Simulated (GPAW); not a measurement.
# A Ga chain with one S atom in line: converging a transmission

Aim: the cheapest settings that leave the conductance of a Ga chain with one S atom in line unchanged.

Program: GPAW 26.7.0. Level of theory: GPAW LCAO, PAW setups; Landauer transmission from Green's functions with principal layers (ASE), zero bias. Results are calculated unless marked as measured.

This is a report of a sequence of runs, with most program output left out.

## Step 1: Set-up

The cell holds 11 atoms: 10 Ga and 1 S. Its edges and angles: a = 9.000 Å, b = 9.000 Å, c = 27.361 Å, α = 90.0°, β = 90.0°, γ = 90.0°. Regions: left lead, 5 atoms (5 Ga); channel, 1 atom (1 S); right lead, 5 atoms (5 Ga). Vacuum lies along a and b. The structure is stacked along c, and the current runs across the ab planes.

## Step 2: The reference run

All settings start at ordinary values; they are then varied in turn, with meshes following the cell where its length changes.

File run.py:

```python
import json
import numpy as np
from ase import Atoms
from ase.transport.calculators import TransportCalculator
from gpaw import GPAW, FermiDirac
from gpaw.lcao.tools import get_lcao_hamiltonian
from scipy.linalg import eigh

# The junction with lead layers at both ends, along the third cell vector
device = Atoms(
    ['Ga', 'Ga', 'Ga', 'Ga', 'Ga', 'S', 'Ga', 'Ga', 'Ga', 'Ga', 'Ga'],
    positions=[
        [4.50000, 4.50000, 1.27500],
        [4.50000, 4.50000, 3.82500],
        [4.50000, 4.50000, 6.37500],
        [4.50000, 4.50000, 8.92500],
        [4.50000, 4.50000, 11.47500],
        [4.50000, 4.50000, 13.68070],
        [4.50000, 4.50000, 15.88640],
        [4.50000, 4.50000, 18.43640],
        [4.50000, 4.50000, 20.98640],
        [4.50000, 4.50000, 23.53640],
        [4.50000, 4.50000, 26.08640]],
    cell=[[9.0, 0.0, 0.0], [0.0, 9.0, 0.0], [0.0, 0.0, 27.3614]],
    pbc=True)

# One principal layer of the lead: the first 3 atoms of the device
lead = Atoms(
    ['Ga', 'Ga', 'Ga'],
    positions=[
        [4.50000, 4.50000, 1.27500],
        [4.50000, 4.50000, 3.82500],
        [4.50000, 4.50000, 6.37500]],
    cell=[[9.0, 0.0, 0.0], [0.0, 9.0, 0.0], [0.0, 0.0, 7.65]],
    pbc=True)

settings = dict(mode='lcao', basis='szp(dzp)', xc='PBE', h=0.2,
                occupations=FermiDirac(0.1), maxiter=250,
                mixer=dict(beta=0.1, nmaxold=8, weight=100.0),
                convergence=dict(density=0.0001))
energies = np.arange(-3, 3 + 1e-9, 0.075)
eta = 0.0001
n1, n2 = 1, 1
# k and -k transmit alike, so half of the mesh across the current serves
mesh = [(i, j) for i in range(n1) for j in range(n2) if (i, j) <= (-i % n1, -j % n2)]
weights = np.array([1 if (i, j) == (-i % n1, -j % n2) else 2 for i, j in mesh]) / (n1 * n2)

# [... helper functions left out ...]
fermi_lead = ground_state(lead, (1, 1, 15), 'lead.txt')
fermi_device = ground_state(device, (1, 1, 3), 'device.txt')
# [... loop over the mesh left out, but for ...]
        # Shift the lead onto the potential of the device's first layer
        shift = ((H[:, 0, 0] - H0[:, 0, 0]) / S0[0, 0]).real.mean()
# [...]
kT = 8.617333e-5 * 77
bias = [0.1, 0.2, 0.5, 1.0, 1.5, 2.0]
# [... integrals and printing left out ...]
```

Command:

```sh
$ OMP_NUM_THREADS=1 OPENBLAS_NUM_THREADS=1 python run.py
```

The job ended after 31 s (1 thread of Arm Neoverse V1, shared host; peak memory 0.92 GiB).

Numbers from this step:

- conductance: 1.833 G₀
- largest coupling past the next principal layer: 5.81e-5 eV
- largest misfit of the first principal layer: 0.09476 eV
- shift that aligns the lead: -0.01807 eV
- basis functions of the junction: 99
- basis functions of a principal layer: 27
- transmission at the Fermi level (one spin): 1.840

One spin. The transmission, zone mean by energy, zero at the Fermi level:

```
energy (eV)  transmission, zone mean
      -3.00                    0.793
      -2.85                    0.800
      -2.70                    0.809
      -2.55                    0.820
      -2.33                    0.846
      -2.17                    0.872
      -2.02                    0.912
      -1.88                    0.975
      -1.80                    0.999
      -1.73                    0.715
      -1.57                   2.5e-5
      -1.35                    0.312
      -1.20                    0.487
      -1.05                    0.562
      -0.90                    0.603
      -0.75                    0.630
      -0.60                    0.648
      -0.38                    0.667
      -0.23                    0.814
      -0.07                     1.74
       0.00                     1.84
       0.07                     1.82
       0.23                     1.74
       0.38                     1.70
       0.60                     1.73
       0.75                     1.78
       0.90                     1.85
       1.05                     1.92
       1.20                     2.00
       1.35                     2.07
       1.57                     2.17
       1.73                     2.22
       1.88                     2.26
       2.02                     2.30
       2.17                     2.32
       2.33                     2.32
       2.40                     2.33
       2.55                     2.33
       2.70                     2.31
       2.85                     2.29
       3.00                     2.26
```

Not self-consistent under bias; the bias window is split evenly. Table of current through one cell, from the zero-bias transmission by bias:

```
bias (V)  current through one cell, from the zero-bias transmission (μA)
   0.100                                                            14.1
   0.200                                                            27.8
   0.500                                                            61.8
   1.000                                                             108
   1.500                                                             154
   2.000                                                             202
```

Couplings past the next layer reach 5.8e-5 eV, small enough to drop; the matrix elements of the cell's first layer differ from the bulk lead's by up to 0.095 eV. That layer keeps its own values in the calculation, and only beyond it is the lead taken as perfect. The Fermi levels of lead and junction count from different zeros of potential, one for each periodic cell; with both set to zero, the small remaining shift is what aligns them. By hand: G = 1.833 × 77.48 μS = 142 μS, a resistance of 7.04 kΩ; at 0.1 V a linear junction would pass 14.2 μA, and the integral over the bias window gives 14.1 μA.

## Step 3: Varying the density threshold: conv = 0.1

The Hamiltonian is taken from the last density. The density threshold is one of the tests that end the cycle; the energy must settle too, so a loose value may not be the test that decides.

run.py: that of step 2 with these lines changed.

```diff
@@ -39,3 +39,3 @@
                 mixer=dict(beta=0.1, nmaxold=8, weight=100.0),
-                convergence=dict(density=0.0001))
+                convergence=dict(density=0.1))
 energies = np.arange(-3, 3 + 1e-9, 0.075)
```

Run time: 26 s. Hardware: 1 thread; peak memory 0.92 GiB.

This step gave:

```
conductance                                 : 1.832 G₀
largest misfit of the first principal layer : 0.09711 eV
shift that aligns the lead                  : -0.01952 eV
```

One spin. Table of transmission, zone mean by energy, zero at the Fermi level:

energy (eV), transmission, zone mean and a bar:
```
  -3.0000       0.79 ##########
  -2.7750       0.80 ##########
  -2.4750       0.83 ###########
  -2.2500       0.86 ###########
  -2.0250       0.91 ############
  -1.8000       1.00 #############
  -1.7250       0.69 #########
  -1.5000       0.00 
  -1.2750       0.42 #####
  -0.9750       0.58 ########
  -0.7500       0.63 ########
  -0.5250       0.66 ########
  -0.2250       0.81 ##########
   0.0000       1.84 ########################
   0.2250       1.74 ######################
   0.5250       1.72 ######################
   0.7500       1.79 #######################
   0.9750       1.88 ########################
   1.2750       2.03 ##########################
   1.5000       2.14 ###########################
   1.7250       2.22 #############################
   2.0250       2.29 ##############################
   2.2500       2.32 ##############################
   2.4000       2.33 ##############################
   2.4750       2.33 ##############################
   2.7750       2.30 ##############################
   3.0000       2.26 #############################
```

Not self-consistent under bias; the bias window is split evenly. Current through one cell, from the zero-bias transmission against bias:

```
bias (V)  current through one cell, from the zero-bias transmission (μA)
   0.100                                                            14.1
   0.200                                                            27.7
   0.500                                                            61.7
   1.000                                                             108
   1.500                                                             154
   2.000                                                             202
```

The conductance equals that of the base run to 0.2 %.

## Step 4: Varying the density threshold: conv = 0.01

run.py: that of step 3 with these lines changed.

```diff
@@ -39,3 +39,3 @@
                 mixer=dict(beta=0.1, nmaxold=8, weight=100.0),
-                convergence=dict(density=0.1))
+                convergence=dict(density=0.01))
 energies = np.arange(-3, 3 + 1e-9, 0.075)
```

It took 25 s on 1 thread; peak memory 0.91 GiB.

One spin. Transmission, zone mean against energy, zero at the Fermi level:

| energy (eV) | transmission, zone mean |
| --- | --- |
| -3.00 | 0.792 |
| -2.77 | 0.804 |
| -2.55 | 0.820 |
| -2.40 | 0.836 |
| -2.17 | 0.872 |
| -1.95 | 0.941 |
| -1.80 | 0.999 |
| -1.73 | 0.688 |
| -1.57 | 2.0e-5 |
| -1.35 | 0.315 |
| -1.12 | 0.531 |
| -0.90 | 0.603 |
| -0.75 | 0.630 |
| -0.53 | 0.655 |
| -0.30 | 0.672 |
| -0.07 | 1.73 |
| 0.00 | 1.84 |
| 0.07 | 1.83 |
| 0.30 | 1.72 |
| 0.53 | 1.72 |
| 0.75 | 1.79 |
| 0.90 | 1.85 |
| 1.12 | 1.96 |
| 1.35 | 2.07 |
| 1.57 | 2.17 |
| 1.73 | 2.22 |
| 1.95 | 2.28 |
| 2.17 | 2.32 |
| 2.40 | 2.33 |
| 2.55 | 2.33 |
| 2.77 | 2.30 |
| 3.00 | 2.26 |

Not self-consistent under bias; the bias window is split evenly. The current through one cell, from the zero-bias transmission by bias:

```
bias (V)  current through one cell, from the zero-bias transmission (μA)
   0.100                                                            14.1
   0.200                                                            27.7
   0.500                                                            61.7
   1.000                                                             108
   1.500                                                             154
   2.000                                                             202
```

The conductance equals that of the base run to 0.2 %.

## Step 5: Varying the density threshold: conv = 0.001

run.py: that of step 4 with these lines changed.

```diff
@@ -39,3 +39,3 @@
                 mixer=dict(beta=0.1, nmaxold=8, weight=100.0),
-                convergence=dict(density=0.01))
+                convergence=dict(density=0.001))
 energies = np.arange(-3, 3 + 1e-9, 0.075)
```

It took 28 s on 1 thread; peak memory 0.92 GiB.

One spin. Transmission, zone mean against energy, zero at the Fermi level:

energy (eV), transmission, zone mean and a bar:
```
    -3.00       0.79 ##########
    -2.85       0.80 ##########
    -2.70       0.81 ##########
    -2.55       0.82 ###########
    -2.33       0.85 ###########
    -2.17       0.87 ###########
    -2.02       0.91 ############
    -1.88       0.98 #############
    -1.80       1.00 #############
    -1.73       0.69 #########
    -1.57       0.00 
    -1.35       0.32 ####
    -1.20       0.49 ######
    -1.05       0.56 #######
    -0.90       0.60 ########
    -0.75       0.63 ########
    -0.60       0.65 ########
    -0.38       0.67 #########
    -0.23       0.81 ##########
    -0.07       1.73 ######################
     0.00       1.83 ########################
     0.07       1.82 #######################
     0.23       1.74 ######################
     0.38       1.71 ######################
     0.60       1.73 ######################
     0.75       1.79 #######################
     0.90       1.85 ########################
     1.05       1.92 #########################
     1.20       1.99 ##########################
     1.35       2.07 ###########################
     1.57       2.17 ############################
     1.73       2.22 #############################
     1.88       2.26 #############################
     2.02       2.29 ##############################
     2.17       2.32 ##############################
     2.33       2.32 ##############################
     2.55       2.33 ##############################
     2.70       2.32 ##############################
     2.85       2.29 ##############################
     3.00       2.26 #############################
```

The conductance, 1.83 G₀, lies 0.4 % below that of the base run.

## Step 6: Density threshold: conv = 1e-06

run.py: that of step 5 with these lines changed.

```diff
@@ -39,3 +39,3 @@
                 mixer=dict(beta=0.1, nmaxold=8, weight=100.0),
-                convergence=dict(density=0.001))
+                convergence=dict(density=1e-06))
 energies = np.arange(-3, 3 + 1e-9, 0.075)
```

Elapsed: 42 s, on 1 thread; peak memory 0.92 GiB.

One spin. Table of transmission, zone mean by energy, zero at the Fermi level:

energy (eV), transmission, zone mean and a bar:
```
  -3.0000       0.79 ##########
  -2.7750       0.80 ##########
  -2.4750       0.83 ###########
  -2.2500       0.86 ###########
  -2.0250       0.91 ############
  -1.8000       1.00 #############
  -1.7250       0.71 #########
  -1.5000       0.00 
  -1.2750       0.42 #####
  -0.9750       0.58 ########
  -0.7500       0.63 ########
  -0.5250       0.66 ########
  -0.2250       0.81 ##########
   0.0000       1.84 ########################
   0.2250       1.74 ######################
   0.5250       1.72 ######################
   0.7500       1.78 #######################
   0.9750       1.88 ########################
   1.2750       2.03 ##########################
   1.5000       2.14 ############################
   1.7250       2.22 #############################
   2.0250       2.30 ##############################
   2.2500       2.32 ##############################
   2.4000       2.33 ##############################
   2.4750       2.33 ##############################
   2.7750       2.31 ##############################
   3.0000       2.26 #############################
```

The conductance equals that of the base run to 0.2 %.

## Step 7: Convergence in the density threshold

The runs and the base run on one axis.

This step: convergence of the conductance (GPAW 26.7.0).

The conductance by log10 of the density threshold:

```
log10 of the density threshold  conductance (G₀)
                         -6.00              1.83
                         -4.00              1.83
                         -3.00              1.83
                         -2.00              1.83
                         -1.00              1.83
```

## Step 8: Varying the broadening: eta = 1e-06

The broadening keeps the Green's functions finite; too large a value absorbs electrons where channels are open and leaks them where none are.

This step: GPAW LCAO, PAW setups; Landauer transmission from Green's functions with principal layers (ASE), zero bias (GPAW 26.7.0).

run.py: that of step 6 with these lines changed.

```diff
@@ -39,5 +39,5 @@
                 mixer=dict(beta=0.1, nmaxold=8, weight=100.0),
-                convergence=dict(density=1e-06))
+                convergence=dict(density=0.0001))
 energies = np.arange(-3, 3 + 1e-9, 0.075)
-eta = 0.0001
+eta = 1e-06
 n1, n2 = 1, 1
```

Run time: 31 s. Hardware: 1 thread; peak memory 0.92 GiB.

Numbers from this step:

| Quantity | Value |
| --- | --- |
| conductance | 1.837 G₀ |
| largest misfit of the first principal layer | 0.09476 eV |
| shift that aligns the lead | -0.01807 eV |
| transmission at the Fermi level (one spin) | 1.844 |

One spin. Transmission, zone mean against energy, zero at the Fermi level:

```csv
energy (eV),"transmission, zone mean"
-3.00,0.793
-2.85,0.800
-2.70,0.809
-2.55,0.821
-2.33,0.846
-2.17,0.872
-2.02,0.912
-1.88,0.975
-1.80,1.000
-1.73,0.717
-1.57,2.5e-9
-1.35,0.312
-1.20,0.487
-1.05,0.562
-0.90,0.603
-0.75,0.630
-0.60,0.649
-0.38,0.668
-0.23,0.815
-0.07,1.75
0.00,1.84
0.07,1.83
0.23,1.74
0.38,1.71
0.60,1.74
0.75,1.79
0.90,1.85
1.05,1.92
1.20,2.00
1.35,2.07
1.57,2.17
1.73,2.22
1.88,2.27
2.02,2.30
2.17,2.32
2.33,2.32
2.40,2.33
2.55,2.33
2.70,2.32
2.85,2.29
3.00,2.26
```

Not self-consistent under bias; the bias window is split evenly. The current through one cell, from the zero-bias transmission by bias:

```
bias (V)  current through one cell, from the zero-bias transmission (μA)
   0.100                                                            14.1
   0.200                                                            27.8
   0.500                                                            61.9
   1.000                                                             108
   1.500                                                             155
   2.000                                                             202
```

The conductance equals that of the base run to 0.2 %.

## Step 9: Broadening: eta = 0.001

run.py: that of step 8 with these lines changed.

```diff
@@ -41,3 +41,3 @@
 energies = np.arange(-3, 3 + 1e-9, 0.075)
-eta = 1e-06
+eta = 0.001
 n1, n2 = 1, 1
```

Elapsed: 31 s, on 1 thread; peak memory 0.92 GiB.

Numbers from this step:

```
conductance                                : 1.801 G₀
transmission at the Fermi level (one spin) : 1.808
```

One spin. Transmission, zone mean against energy, zero at the Fermi level:

energy (eV), transmission, zone mean and a bar:
```
    -3.00       0.79 ##########
    -2.77       0.80 ##########
    -2.55       0.82 ###########
    -2.40       0.83 ###########
    -2.17       0.87 ###########
    -1.95       0.94 ############
    -1.80       0.99 #############
    -1.73       0.70 #########
    -1.57       0.00 
    -1.35       0.31 ####
    -1.12       0.53 #######
    -0.90       0.60 ########
    -0.75       0.63 ########
    -0.53       0.65 ########
    -0.30       0.67 #########
    -0.07       1.71 ######################
     0.00       1.81 #######################
     0.07       1.80 #######################
     0.30       1.70 ######################
     0.53       1.70 ######################
     0.75       1.77 #######################
     0.90       1.83 ########################
     1.12       1.94 #########################
     1.35       2.05 ###########################
     1.57       2.15 ############################
     1.73       2.21 #############################
     1.95       2.26 #############################
     2.17       2.30 ##############################
     2.40       2.31 ##############################
     2.55       2.31 ##############################
     2.77       2.29 ##############################
     3.00       2.24 #############################
```

Not self-consistent under bias; the bias window is split evenly. The current through one cell, from the zero-bias transmission by bias:

```csv
bias (V),"current through one cell, from the zero-bias transmission (μA)"
0.100,13.9
0.200,27.3
0.500,60.8
1.000,107
1.500,153
2.000,200
```

The conductance, 1.80 G₀, lies 1.8 % below that of the base run.

## Step 10: Varying the broadening: eta = 0.01

run.py: that of step 9 with these lines changed.

```diff
@@ -41,3 +41,3 @@
 energies = np.arange(-3, 3 + 1e-9, 0.075)
-eta = 0.001
+eta = 0.01
 n1, n2 = 1, 1
```

Elapsed: 31 s, on 1 thread; peak memory 0.92 GiB.

One spin. The transmission, zone mean by energy, zero at the Fermi level:

| energy (eV) | transmission, zone mean |
| --- | --- |
| -3.00 | 0.746 |
| -2.85 | 0.754 |
| -2.70 | 0.763 |
| -2.55 | 0.774 |
| -2.33 | 0.799 |
| -2.17 | 0.824 |
| -2.02 | 0.862 |
| -1.88 | 0.919 |
| -1.80 | 0.933 |
| -1.73 | 0.607 |
| -1.57 | 0.160 |
| -1.35 | 0.299 |
| -1.20 | 0.463 |
| -1.05 | 0.534 |
| -0.90 | 0.573 |
| -0.75 | 0.599 |
| -0.60 | 0.617 |
| -0.38 | 0.635 |
| -0.23 | 0.712 |
| -0.07 | 1.40 |
| 0.00 | 1.53 |
| 0.07 | 1.55 |
| 0.23 | 1.53 |
| 0.38 | 1.52 |
| 0.60 | 1.57 |
| 0.75 | 1.62 |
| 0.90 | 1.69 |
| 1.05 | 1.76 |
| 1.20 | 1.83 |
| 1.35 | 1.90 |
| 1.57 | 2.00 |
| 1.73 | 2.05 |
| 1.88 | 2.09 |
| 2.02 | 2.12 |
| 2.17 | 2.14 |
| 2.33 | 2.16 |
| 2.55 | 2.16 |
| 2.70 | 2.15 |
| 2.85 | 2.13 |
| 3.00 | 2.10 |

The conductance, 1.52 G₀, lies 17 % below that of the base run.

(Continued in part 2 of 3.)

[Logs are printed without paths, hosts, clocks, repeated set-up lines and the standing remarks that a program may print on its own settings, such as how far it seeks lower states.]

[Hosts, paths, dates, database ids (printed as entryN), source tags and the programs' standing remarks are cut or masked in the printed files.]
